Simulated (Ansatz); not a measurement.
# NaVSe3 (model cell, started as cubic perovskite with V in the octahedra): following an unstable mode, part 2 of 3

Aim: this structure of NaVSe3 (model cell, started as cubic perovskite with V in the octahedra) is to be tested for unstable modes, and one is followed downhill.

Ansatz 0.2.0; DFT PBE, scalar-relativistic, plane waves, PAW; PAW set soft_1.

So far, highest frequency on the path or at a solved wavevector (cm⁻¹): step 2 (response at finite wavevector) 252. Also lowest frequency on the path (cm⁻¹): step 2 -133.

The structure was built from a prototype and need not be the compound's stable phase.

**4. The mode frozen in, largest atomic shift 0.32 Å**

The atoms are moved along the unstable eigenvector, the largest shift by 0.32 Å, with the cell fixed.

input.yaml

```yaml
crystal:
  lattice:
    - [4.8932201373, 0.0, 0.0]
    - [0.0, 4.8932201373, 0.0]
    - [0.0, 0.0, 9.7864402746]
  atoms:
    - { symbol: Na, position: [0.0, 0.0, 0.0] }
    - { symbol: Na, position: [0.0, 0.0, 0.5] }
    - { symbol: V, position: [0.5, 0.5653966082, 0.25] }
    - { symbol: V, position: [0.5, 0.4346033918, 0.75] }
    - { symbol: Se, position: [0.5, 0.5, 0.0] }
    - { symbol: Se, position: [0.5, 0.5, 0.5] }
    - { symbol: Se, position: [0.5, 0.0095994275, 0.25] }
    - { symbol: Se, position: [0.5, -0.0095994275, 0.75] }
    - { symbol: Se, position: [0.0, 0.4767413592, 0.25] }
    - { symbol: Se, position: [0.0, 0.5232586408, 0.75] }
kpoints:
  mp_grid: { grid: [8, 8, 4] }
hamiltonian:
  xc: pbe
  pseudopotentials: { kind: paw, azcp: { folder: soft_1 } }
scf:
  occupations: { method: methfessel_paxton, width: 0.2 }
output:
  forces: true
  stress: true
  eigenvalues: true
```

Launch:

```
> ansatz run input.yaml --threads 4 --pin off --max-ram 16384MiB --backend cpu --events-out ev --progress --plain --runs-dir out
```

Numbers of over 12 decimals in the logs are rounded to 6 here.

What it wrote:

```text
[...]
Crystal: 10 atoms, lattice volume = 234.323 Å³
Basis set: ecut = 420 eV, 4573 PW (Γ), exchange–correlation on 72×72×144 points (8 copies of the dense FFT grid, shifted against one another)
Bands: 84, of which v1, the nominal top of the filled ones, is band 70 counted from 1 (69 counted from 0)
Symmetry: 8 space group operations
[...]
k-points: 75 of 256
[...]
k-point 0: bands = [... 66 lower, 6.1816, 6.5186, 6.5438, 6.6046, 6.7825, 6.9675, 7.5584, 8.0080, ... 10 higher]
  k-point 1: bands = [... 66 lower, 5.9812, 6.1762, 6.2780, 6.3677, 7.1599, 7.3909, 7.9290, 7.9617, ... 10 higher]
  k-point 2: bands = [... 66 lower, 5.9870, 5.9870, 6.1953, 6.1953, 7.6400, 7.6400, 7.9271, 7.9271, ... 10 higher]
  k-point 74: bands = [... 66 lower, 6.8573, 6.8573, 7.4754, 7.4754, 7.9931, 7.9931, 8.1322, 8.1322, ... 10 higher]
[key lines of the parts left out:]
SCF converged after 9 iterations
Free energy (F): -41617.057375 eV
Fermi energy:    7.352020 eV
P = ⅓ Tr σ = 1.3335 GPa (13.335 kbar)
```

Wall time 28 s (4 threads of Arm Neoverse V1, shared host); peak memory 1.4 GiB.

This step gave:

```
pressure                         : 1.333 GPa
energy from the undistorted cell : -11.62 meV/atom
```

The energy, extrapolated to zero smearing, is -11.62 meV/atom against the undistorted cell.

The run ends at a pressure of 1.33 GPa, with forces up to 0.98 eV/Å.

**5. Energy along the mode, all amplitudes (two of the runs are shown above)**

An imaginary frequency means negative curvature, so the energy should fall and then rise again as anharmonic terms take over.

This step gave:

```yaml
depth_at_the_lowest_point_sampled: 11.62 meV/atom
largest_atomic_shift_at_that_point: 0.32 Å
```

The energy from the parent by largest atomic shift:

```csv
largest atomic shift (Å),energy from the parent (meV/atom)
0.000,0
0.040,-0.525
0.080,-1.97
0.140,-5.10
0.220,-9.31
0.320,-11.6
0.450,13.4
```

Displacement at unit largest shift by atom:

```csv
atom,x (Å),y (Å),z (Å),size
Na1,0.00,0.00,0.00,0.00
Na2,0.00,0.00,0.00,0.00
V3,0.00,1.00,0.00,1.00
V4,0.00,-1.00,0.00,1.00
Se5,0.00,0.00,0.00,0.00
Se6,0.00,0.00,0.00,0.00
Se7,0.00,0.15,0.00,0.15
Se8,0.00,-0.15,0.00,0.15
Se9,0.00,-0.36,0.00,0.36
Se10,0.00,0.36,0.00,0.36
```

The lowest of the steps tried is at 0.32 Å, 11.6 meV/atom below the parent; the bottom of the well need not coincide with a step.

**6. Relaxation from the frozen mode**

Starting from the lowest point found, all atoms and the cell are let go, so that strain and other modes of the same symmetry can join in.

Changes to input.yaml since step 4:

```diff
@@ -27 +27,10 @@
   eigenvalues: true
+  write_density: true
+  write_potential: true
+  elf: true
+  volumetric_format: npy
+relax:
+  adjacent_minimum: "off"
+  f_tol: 0.002
+  max_steps: 120
+  cell: { stress_tol: 0.03 }
```

What it wrote:

```text
[...]
Crystal: 10 atoms, lattice volume = 234.323 Å³
Basis set: ecut = 420 eV, 4573 PW (Γ), exchange–correlation on 72×72×144 points (8 copies of the dense FFT grid, shifted against one another)
Bands: 84, of which v1, the nominal top of the filled ones, is band 70 counted from 1 (69 counted from 0)
Symmetry: 8 space group operations
[...]
k-points: 75 of 256
[...]
SCF iter   1: F=—  HF=-41630.899997 eV  |F-HF|=—  |Δ(HF+E_count)|=         —  Δρ=2.48e-1  dr2=2.37e2  ethr=3.10e-3  ⟨swp⟩=5.9  Hψ=21271  notcnv=0
[...]
SCF iter   9: F=-41617.057375 eV  HF=-41617.057375 eV  |F-HF|=7.41e-9  |Δ(HF+E_count)|=   3.60e-7  S|Δr|=    0.00e0  Δρ=7.16e-6  dr2=8.66e-8  ethr=7.14e-11  ⟨swp⟩=13.4  Hψ=47381  notcnv=0
SCF 1 converged in 9 iterations: F = -41617.057375 eV  dr2 = 8.66e-8
[...]
relax step   1: F+E_penalty+E_count = -41617.05737470 eV  Δ(F+E_penalty+E_count) = +0.000e0 eV  max|allowed force component| = 9.838e-1 eV/Å  Δτ_max = 0.0000 Å  P = +1.333 GPa  Ω = 234.323 Å³  (9 SCF iters, dr2 threshold 1.00e-7 eV, accepted)
Crystal: 10 atoms, lattice volume = 235.139 Å³
Basis set: ecut = 420 eV, 4617 PW (Γ), exchange–correlation on 72×72×144 points (8 copies of the dense FFT grid, shifted against one another)
[...]
SCF iter   8: F=-41617.215317 eV  HF=-41617.215317 eV  |F-HF|=4.18e-8  |Δ(HF+E_count)|=   6.16e-8  S|Δr|=    0.00e0  Δρ=4.25e-6  dr2=5.41e-8  ethr=7.14e-10  ⟨swp⟩=8.0  Hψ=40782  notcnv=0
SCF 2 converged in 8 iterations: F = -41617.215317 eV  dr2 = 5.41e-8
relax step   2: F+E_penalty+E_count = -41617.21531651 eV  Δ(F+E_penalty+E_count) = -1.579e-1 eV  max|allowed force component| = 3.384e-1 eV/Å  Δτ_max = 0.1580 Å  P = -0.108 GPa  Ω = 235.139 Å³  energy of the carried Pulay correction = -1.598e-4 eV  (8 SCF iters, dr2 threshold 1.00e-6 eV, accepted)
Crystal: 10 atoms, lattice volume = 237.209 Å³
Basis set: ecut = 420 eV, 4649 PW (Γ), exchange–correlation on 72×72×144 points (8 copies of the dense FFT grid, shifted against one another)
[...]
SCF iter   6: F=-41617.273808 eV  HF=-41617.273809 eV  |F-HF|=5.27e-7  |Δ(HF+E_count)|=   7.99e-7  S|Δr|=    0.00e0  Δρ=1.73e-5  dr2=7.19e-7  ethr=7.14e-10  ⟨swp⟩=10.0  Hψ=51425  notcnv=0
SCF 3 converged in 6 iterations: F = -41617.273808 eV  dr2 = 7.19e-7
relax step   3: F+E_penalty+E_count = -41617.27380808 eV  Δ(F+E_penalty+E_count) = -5.849e-2 eV  max|allowed force component| = 2.271e-1 eV/Å  Δτ_max = 0.0673 Å  P = -0.145 GPa  Ω = 237.209 Å³  energy of the carried Pulay correction = -5.626e-4 eV  (6 SCF iters, dr2 threshold 1.00e-6 eV, accepted)
[... from here on, the SCF cycles and remarks between the steps are left out ...]
relax step   4: F+E_penalty+E_count = -41617.41655734 eV  Δ(F+E_penalty+E_count) = -1.427e-1 eV  max|allowed force component| = 8.881e-2 eV/Å  Δτ_max = 0.1170 Å  P = +0.399 GPa  Ω = 240.251 Å³  energy of the carried Pulay correction = -1.148e-3 eV  (7 SCF iters, dr2 threshold 1.00e-6 eV, accepted)
relax step   5: F+E_penalty+E_count = -41617.53885119 eV  Δ(F+E_penalty+E_count) = -1.223e-1 eV  max|allowed force component| = 1.887e-1 eV/Å  Δτ_max = 0.0583 Å  P = +0.345 GPa  Ω = 244.686 Å³  energy of the carried Pulay correction = -1.988e-3 eV  (6 SCF iters, dr2 threshold 1.00e-6 eV, accepted)
relax step   6: F+E_penalty+E_count = -41617.61336255 eV  Δ(F+E_penalty+E_count) = -7.451e-2 eV  max|allowed force component| = 3.277e-1 eV/Å  Δτ_max = 0.0548 Å  P = +0.353 GPa  Ω = 248.129 Å³  energy of the carried Pulay correction = -2.630e-3 eV  (6 SCF iters, dr2 threshold 1.00e-6 eV, accepted)
relax step   7: F+E_penalty+E_count = -41617.62917521 eV  Δ(F+E_penalty+E_count) = -1.581e-2 eV  max|allowed force component| = 1.395e-1 eV/Å  Δτ_max = 0.0333 Å  P = -0.151 GPa  Ω = 250.604 Å³  energy of the carried Pulay correction = -3.086e-3 eV  (7 SCF iters, dr2 threshold 1.00e-6 eV, accepted)
relax step   8: F+E_penalty+E_count = -41617.63251328 eV  Δ(F+E_penalty+E_count) = -3.338e-3 eV  max|allowed force component| = 3.128e-2 eV/Å  Δτ_max = 0.0317 Å  P = +0.039 GPa  Ω = 249.794 Å³  energy of the carried Pulay correction = -2.937e-3 eV  (5 SCF iters, dr2 threshold 1.00e-6 eV, accepted)
relax step   9: F+E_penalty+E_count = -41617.63344998 eV  Δ(F+E_penalty+E_count) = -9.367e-4 eV  max|allowed force component| = 1.214e-2 eV/Å  Δτ_max = 0.0269 Å  P = -0.034 GPa  Ω = 249.802 Å³  energy of the carried Pulay correction = -2.939e-3 eV  (7 SCF iters, dr2 threshold 6.12e-8 eV, accepted)
relax step  10: F+E_penalty+E_count = -41617.63356686 eV  Δ(F+E_penalty+E_count) = -1.169e-4 eV  max|allowed force component| = 7.474e-3 eV/Å  Δτ_max = 0.0096 Å  P = +0.035 GPa  Ω = 249.461 Å³  energy of the carried Pulay correction = -2.876e-3 eV  (7 SCF iters, dr2 threshold 1.12e-8 eV, accepted)
relax step  11: F+E_penalty+E_count = -41617.63356343 eV  Δ(F+E_penalty+E_count) = +3.426e-6 eV  max|allowed force component| = 6.913e-4 eV/Å  Δτ_max = 0.0012 Å  P = -0.001 GPa  Ω = 249.621 Å³  energy of the carried Pulay correction = -2.906e-3 eV  (6 SCF iters, dr2 threshold 6.26e-9 eV, accepted)
relax step  12: F+E_penalty+E_count = -41617.68760909 eV  Δ(F+E_penalty+E_count) = -5.405e-2 eV  max|allowed force component| = 1.525e-2 eV/Å  Δτ_max = 0.0000 Å  P = +0.328 GPa  Ω = 249.621 Å³  stress off target by 9.03e-1 GPa  SCF on the basis re-selected at this cell (its energy is not comparable with the rows above)  (10 SCF iters)
relax step  13: F+E_penalty+E_count = -41617.71231517 eV  Δ(F+E_penalty+E_count) = -2.471e-2 eV  max|allowed force component| = 3.163e-2 eV/Å  Δτ_max = 0.0497 Å  P = +0.117 GPa  Ω = 253.998 Å³  energy of the carried Pulay correction = -7.852e-4 eV  (6 SCF iters, dr2 threshold 1.00e-6 eV, accepted)
relax step  14: F+E_penalty+E_count = -41617.71966081 eV  Δ(F+E_penalty+E_count) = -7.346e-3 eV  max|allowed force component| = 5.130e-2 eV/Å  Δτ_max = 0.0556 Å  P = +0.017 GPa  Ω = 255.649 Å³  energy of the carried Pulay correction = -1.088e-3 eV  (6 SCF iters, dr2 threshold 3.20e-7 eV, accepted)
relax step  15: F+E_penalty+E_count = -41617.71973050 eV  Δ(F+E_penalty+E_count) = -6.969e-5 eV  max|allowed force component| = 8.570e-3 eV/Å  Δτ_max = 0.0412 Å  P = -0.090 GPa  Ω = 256.744 Å³  energy of the carried Pulay correction = -1.313e-3 eV  (7 SCF iters, dr2 threshold 1.64e-7 eV, accepted)
relax step  16: F+E_penalty+E_count = -41617.72052622 eV  Δ(F+E_penalty+E_count) = -7.957e-4 eV  max|allowed force component| = 1.267e-2 eV/Å  Δτ_max = 0.0117 Å  P = +0.002 GPa  Ω = 255.906 Å³  energy of the carried Pulay correction = -1.137e-3 eV  (6 SCF iters, dr2 threshold 8.34e-8 eV, accepted)
relax step  17: F+E_penalty+E_count = -41617.72053847 eV  Δ(F+E_penalty+E_count) = -1.225e-5 eV  max|allowed force component| = 1.978e-3 eV/Å  Δτ_max = 0.0008 Å  P = -0.000 GPa  Ω = 255.901 Å³  energy of the carried Pulay correction = -1.135e-3 eV  (5 SCF iters, dr2 threshold 1.00e-8 eV, accepted)
Basis set: ecut = 420 eV, 5001 PW (Γ), exchange–correlation on 60×90×128 points (8 copies of the dense FFT grid, shifted against one another)
[...]
SCF iter   9: F=-41617.722073 eV  HF=-41617.722073 eV  |F-HF|=1.46e-11  |Δ(HF+E_count)|=  2.18e-11  S|Δr|=    0.00e0  Δρ=3.82e-8  dr2=6.87e-12  ethr=1.00e-12  ⟨swp⟩=5.1  Hψ=29740  notcnv=0
SCF 18 converged in 9 iterations: F = -41617.722073 eV  dr2 = 6.87e-12
relax step  18: F+E_penalty+E_count = -41617.72207322 eV  Δ(F+E_penalty+E_count) = -1.535e-3 eV  max|allowed force component| = 1.732e-3 eV/Å  Δτ_max = 0.0000 Å  P = -0.001 GPa  Ω = 255.901 Å³  stress off target by 1.52e-2 GPa  SCF on the basis re-selected at this cell (its energy is not comparable with the rows above)  (9 SCF iters)
[...]
SCF converged after 9 iterations
[...]
Free energy (F): -41617.722073 eV
[...]
Internal energy: -41617.742733 eV  (E = F + TS)
E sigma→0 (E₀):  -41617.727238 eV
Entropy (-TS):   0.020660 eV (2.066 meV/atom)
Fermi energy:    6.410684 eV
[...]
--- Forces (eV/Å), atoms counted from 1 ---
  atom   1  Na    -0.00000000    -0.00000000     0.00000000
  atom   2  Na     0.00000000    -0.00000000     0.00000000
  atom   3  V      0.00000000    -0.00173220     0.00000000
  atom   4  V      0.00000000     0.00173220     0.00000000
  atom   5  Se    -0.00000000     0.00000000     0.00000000
  atom   6  Se    -0.00000000     0.00000000     0.00000000
  atom   7  Se     0.00000000     0.00069102     0.00000000
  atom   8  Se     0.00000000    -0.00069102     0.00000000
  atom   9  Se     0.00000000     0.00091114     0.00000000
  atom  10  Se     0.00000000    -0.00091114     0.00000000
  max |Σ_I F_I| component: 3.25e-19 eV/Å
--- Stress (GPa, compression-positive) ---
       -0.009887       0.000000       0.000000
        0.000000       0.015167       0.000000
        0.000000       0.000000      -0.008044
  P = ⅓ Tr σ = -0.0009 GPa (-0.009 kbar)
--- Band table (eV; the first three rows and the last of 75) ---
  k-point 0: bands = [... 66 lower, 4.6558, 5.0291, 5.7191, 5.8350, 6.3132, 6.4627, 6.6961, 7.5294, ... 10 higher]
  k-point 1: bands = [... 66 lower, 4.7068, 5.0658, 5.1724, 6.1107, 6.3839, 6.5896, 7.0848, 7.3451, ... 10 higher]
  k-point 2: bands = [... 66 lower, 4.7080, 4.7080, 5.6484, 5.6484, 6.9244, 6.9244, 6.9527, 6.9527, ... 10 higher]
  k-point 74: bands = [... 66 lower, 5.2946, 5.2946, 6.1624, 6.1624, 6.6226, 6.6226, 6.7005, 6.7005, ... 10 higher]
--- Relaxed structure (16 steps of the walk, 16 accepted, 2 SCFs on fresh bases) ---
  F+E_penalty+E_count = -41617.72207322 eV   max|allowed force component| = 1.732e-3 eV/Å   (the final SCF, on the basis selected at the relaxed cell)
  cell:  # Å, volume = 255.9005 Å³
    - [4.400877, 0.0, 0.0]
    - [0.0, 6.200886, 0.0]
    - [0.0, 0.0, 9.377308]
  atoms:
    - { symbol: Na, position: [0, 1.418062892984005e-19, 0] }
    - { symbol: Na, position: [0, 1.418062892984005e-19, 0.5] }
    - { symbol: V, position: [0.5, 0.577715, 0.25] }
    - { symbol: V, position: [0.5, 0.422285, 0.750000] }
    - { symbol: Se, position: [0.5, 0.5, 0] }
    - { symbol: Se, position: [0.5, 0.5, 0.5] }
    - { symbol: Se, position: [0.5, -0.056450, 0.25] }
    - { symbol: Se, position: [0.5, 0.056450, 0.750000] }
    - { symbol: Se, position: [0, 0.405931, 0.25] }
    - { symbol: Se, position: [0, 0.594069, 0.750000] }
```

The job ended after 9.9 min (4 threads; peak memory 1.5 GiB).

Step by step:

```csv
step,energy less that of the first step (eV),largest force component (eV/Å),pressure (GPa),volume (Å³)
1,0.0000,0.9838,1.33,234.32
2,-0.1579,0.3384,-0.11,235.14
3,-0.2164,0.2271,-0.14,237.21
4,-0.3592,0.0888,0.40,240.25
5,-0.4815,0.1887,0.34,244.69
6,-0.5560,0.3277,0.35,248.13
7,-0.5718,0.1395,-0.15,250.60
8,-0.5751,0.0313,0.04,249.79
9,-0.5761,0.0121,-0.03,249.80
10,-0.5762,0.0075,0.03,249.46
11,-0.5762,0.0007,0.00,249.62
12*,-0.6302,0.0153,0.33,249.62
13,-0.6549,0.0316,0.12,254.00
14,-0.6623,0.0513,0.02,255.65
15,-0.6624,0.0086,-0.09,256.74
16,-0.6632,0.0127,0.00,255.91
17,-0.6632,0.0020,0.00,255.90
18*,-0.6647,0.0017,0.00,255.90
```

Relaxation steps marked * repeat the geometry before them on a plane-wave basis chosen anew for their cell, so energy and pressure can jump there.

The run keeps the 8 symmetry operations that it works with, so distortions that break them were not tested.

```csv
cell as run,before,after,change
a (Å),4.893,4.401,-10.1 %
b (Å),4.893,6.201,+26.7 %
c (Å),9.786,9.377,-4.2 %
volume (Å³/atom),23.43,25.59,+9.2 %
```

The atoms that moved most (Å, as changes of fractional coordinates times the final cell):

```csv
atom,dx,dy,dz,length
Se9,0.000,-0.439,0.000,0.439
Se10,0.000,0.439,0.000,0.439
Se7,0.000,-0.410,0.000,0.410
Se8,0.000,0.410,0.000,0.410
V3,0.000,0.076,0.000,0.076
V4,0.000,-0.076,0.000,0.076
```

This step gave:

| Item | Value |
| --- | --- |
| pressure | -9.22e-4 GPa |
| volume per atom | 25.59 Å³ |

Electrostatic potential energy in the bc plane at fractional x = 0.500, with atoms of V and Se within 0.2 Å of it. With pseudopotentials it is smooth inside the atoms' cores, unlike the true potential.

Ten even steps from '_' (-34 eV) to '@' (11 eV), each cell a mean:
```
@@@@@@@@@@%%****@@%%++##@@@@@@@@@@
@@@@@@@@@@@@##++++++**%%@@@@@@@@@@
@@@@@@@@@@@@%%######%%@@@@@@@@@@@@
****##%%%%##++==++##@@@@@@@@@@@@%%
**##++**##==______==%%@@@@@@@@%%++
@@@@##++**::______::##@@@@@@@@##++
%%@@**++##--______--%%@@@@@@@@##++
++++++##%%**::..--**%%@@@@@@@@%%**
%%##%%@@@@%%##**##%%@@@@@@@@@@@@@@
@@@@@@@@@@@@%%**++**##@@@@@@@@@@@@
@@@@@@@@@@@@**++##**++%%@@@@@@@@@@
@@@@@@@@@@%%++##@@@@++##@@@@@@@@@@
@@@@@@@@@@%%****@@%%++##@@@@@@@@@@
@@@@@@@@@@@@##++++++**%%@@@@@@@@@@
@@@@@@@@@@@@@@%%######%%@@@@@@@@@@
##%%@@@@@@@@@@%%**====**%%@@%%****
++**@@@@@@@@@@##::____::**##++**##
##++%%@@@@@@%%++________==**++@@@@
**++%%@@@@@@%%**..______++##++%%@@
++##@@@@@@@@@@%%==....==##%%**++++
%%@@@@@@@@@@@@%%######%%@@@@@@%%##
@@@@@@@@@@@@%%**++++##%%@@@@@@@@@@
@@@@@@@@@@@@**++##**++%%@@@@@@@@@@
@@@@@@@@@@%%++##@@@@++##@@@@@@@@@@
```
Columns run along b (6.2 Å; values clipped at the 3rd and 97th percentile), rows up along c (9.4 Å). Atoms in or near the plane, at fractional coordinates: V at (0.58, 0.25), V at (0.42, 0.75), Se at (0.50, 0.00), Se at (0.50, 0.50), Se at (0.94, 0.25), Se at (0.06, 0.75).

ELF in the bc plane at fractional x = 0.500, with atoms of V and Se within 0.2 Å of it. It is the smooth field of the valence electrons, not physical close to the nuclei.

Values, 13 rows by 16 columns, each cell a mean:
```
0.27 0.23 0.13 0.12 0.41 0.73 0.78 0.58 0.48 0.69 0.78 0.66 0.26 0.04 0.07 0.20
0.78 0.74 0.63 0.43 0.22 0.25 0.38 0.47 0.52 0.56 0.49 0.25 0.06 0.13 0.50 0.74
0.57 0.46 0.67 0.72 0.34 0.37 0.60 0.59 0.42 0.14 0.08 0.05 0.06 0.41 0.77 0.79
0.44 0.32 0.61 0.73 0.37 0.45 0.67 0.66 0.53 0.15 0.06 0.04 0.07 0.45 0.78 0.77
0.81 0.77 0.70 0.54 0.24 0.17 0.31 0.38 0.39 0.42 0.36 0.16 0.05 0.19 0.61 0.80
0.41 0.36 0.21 0.13 0.33 0.67 0.77 0.67 0.61 0.73 0.76 0.60 0.20 0.04 0.12 0.32
0.06 0.04 0.03 0.13 0.57 0.79 0.75 0.36 0.21 0.59 0.80 0.72 0.31 0.06 0.04 0.06
0.57 0.38 0.11 0.06 0.30 0.62 0.74 0.73 0.70 0.70 0.62 0.39 0.19 0.27 0.46 0.58
0.81 0.79 0.52 0.11 0.06 0.16 0.25 0.26 0.34 0.38 0.27 0.16 0.48 0.71 0.73 0.74
0.57 0.80 0.69 0.21 0.04 0.05 0.07 0.39 0.69 0.71 0.65 0.36 0.59 0.72 0.35 0.20
0.78 0.80 0.59 0.14 0.05 0.11 0.15 0.22 0.40 0.48 0.37 0.20 0.53 0.73 0.67 0.65
0.69 0.52 0.18 0.05 0.21 0.52 0.67 0.69 0.64 0.59 0.48 0.29 0.23 0.39 0.58 0.69
0.11 0.06 0.03 0.13 0.55 0.78 0.76 0.43 0.31 0.63 0.80 0.68 0.27 0.06 0.08 0.13
```
Columns run along b (6.2 Å), rows up along c (9.4 Å). Atoms in or near the plane, at fractional coordinates: V at (0.58, 0.25), V at (0.42, 0.75), Se at (0.50, 0.00), Se at (0.50, 0.50), Se at (0.94, 0.25), Se at (0.06, 0.75).

Valence density in the bc plane at fractional x = 0.500, with atoms of V and Se within 0.2 Å of it. It is the smooth field of the valence electrons, not physical close to the nuclei.

Ten steps, logarithmic in the rise over the least value, from '0' (0 e/Å³) to '9' (39 e/Å³), each cell a mean:
```
00000125873100000
00000012332100000
00000011111000000
22110112210000001
56321256420000012
89622467630000013
78522367520000013
33211134310000012
11100011110000001
00000012221000000
00000123652100000
00000126984100000
00000125873100000
00000012332100000
00000001111000001
11000000122101122
42000001355311256
62100001577522389
52100001466522378
21000000234211233
10000001111000111
00000011221100000
00000013652100000
00000126984100000
```
Columns run along b (6.2 Å), rows up along c (9.4 Å). Atoms in or near the plane, at fractional coordinates: V at (0.58, 0.25), V at (0.42, 0.75), Se at (0.50, 0.00), Se at (0.50, 0.50), Se at (0.94, 0.25), Se at (0.06, 0.75).

The distorted start has space group Pmma; the relaxation ends in Pmma.

[end of part 2 of 3]

[Logs are printed without paths, hosts, clocks, repeated set-up lines and the standing remarks that a program may print on its own settings, such as how far it seeks lower states.]

[Hosts, paths, dates, database ids (printed as entryN), source tags and the programs' standing remarks are cut or masked in the printed files.]
